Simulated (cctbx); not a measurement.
# What is wrong with this refinement?

Cell a = 7.3100 Å, b = 7.3100 Å, c = 20.0370 Å, α = 90.00°, β = 90.00°, γ = 120.00°; space group R-3 (no. 148). The compound is TeI6.

The data are simulated with cctbx, not measured: Mo Kα, λ = 0.71073 Å, to d = 0.75 Å, 95 % of the full sphere, strongest reflection 20000 counts, noise from counting, a 1.5 % proportional error and a noise floor of 8 counts (s.d.); no absorption.

An anisotropic refinement with weights 1/σ² prints:

```text
Rint 0.020, 517 unique reflections to 0.75 A
cycle     R1     wR2    GooF  max shift (A)
   1  0.0365  0.0796   4.869   0.00044
   2  0.0096  0.0210   1.286   0.00000
final R1 0.0096 wR2 0.0210 GooF 1.286  parameters 11  data/parameter 47.0
atom        x        y        z      Ueq    occ   su(xyz)  su(Uiso or U11)
Te1    0.65837  0.02184  0.25773   0.0092  1.000  0.00002  0.0001
I1     0.00000  0.00000  0.00000   0.0111  1.000  0.00000  0.0001
difference map: max 0.42 min -1.15 rms 0.13
Q1    0.0276  0.5882  0.3884   18    0.44  1.80 A from Te1
Q2    0.0168  0.7565  0.8648   18    0.38  1.27 A from Te1
Q3    0.0479  0.8448  0.5694   18    0.38  1.26 A from Te1
Q4    0.0040  0.3540  0.0665   18    0.38  0.38 A from Te1
Q5    0.0187  0.2671  0.0373   18    0.37  0.85 A from Te1
Q6    0.9995  0.2737  0.0852   18    0.36  0.32 A from Te1
```

Q: Accept it or mend it, and why?

Mend it. The fault: elements exchanged: I1 is Te and Te1 is I. Against the right model at the same level, R1 goes from 0.0073 to 0.0096 and GooF from 0.98 to 1.29 and a hole of -1.1 e/Å³ opens. I1 has 1 electron too many and its U swells to shed them, as expected (near an absorption edge f′ can widen the mismatch well beyond the difference in Z); Te1 has 1 electron too few and its U shrinks to make up, as expected (near an absorption edge f′ can widen the mismatch well beyond the difference in Z).

The compound is TeI6. The right model at the same level gives:

```text
Rint 0.020, 517 unique reflections to 0.75 A
cycle     R1     wR2    GooF  max shift (A)
   1  0.0309  0.0708   4.335   0.00044
   2  0.0073  0.0160   0.979   0.00000
final R1 0.0073 wR2 0.0160 GooF 0.979  parameters 11  data/parameter 47.0
atom        x        y        z      Ueq    occ   su(xyz)  su(Uiso or U11)
I1     0.65837  0.02183  0.25773   0.0099  1.000  0.00002  0.0001
Te1    0.00000  0.00000  0.00000   0.0094  1.000  0.00000  0.0001
difference map: max 0.46 min -0.43 rms 0.11
Q1    0.0278  0.5876  0.3881   18    0.47  1.80 A from I1
Q2    0.0000  0.0000  0.2764    6    0.37  2.61 A from I1
Q3    0.0381  0.2206  0.9657   18    0.35  1.64 A from Te1
Q4    0.0439  0.8437  0.5698   18    0.34  1.26 A from I1
Q5    0.0166  0.2692  0.0359   18    0.33  0.87 A from I1
Q6    0.0000  0.0000  0.5000    3    0.32  3.09 A from I1
```

The model is made up (kin elements in a known structure type, no relaxation), so it says nothing on whether the phase exists.

[Middle refinement cycles are left out of these outputs.]

[Logs are printed without paths, hosts, clocks, repeated set-up lines and the standing remarks that a program may print on its own settings, such as how far it seeks lower states.]
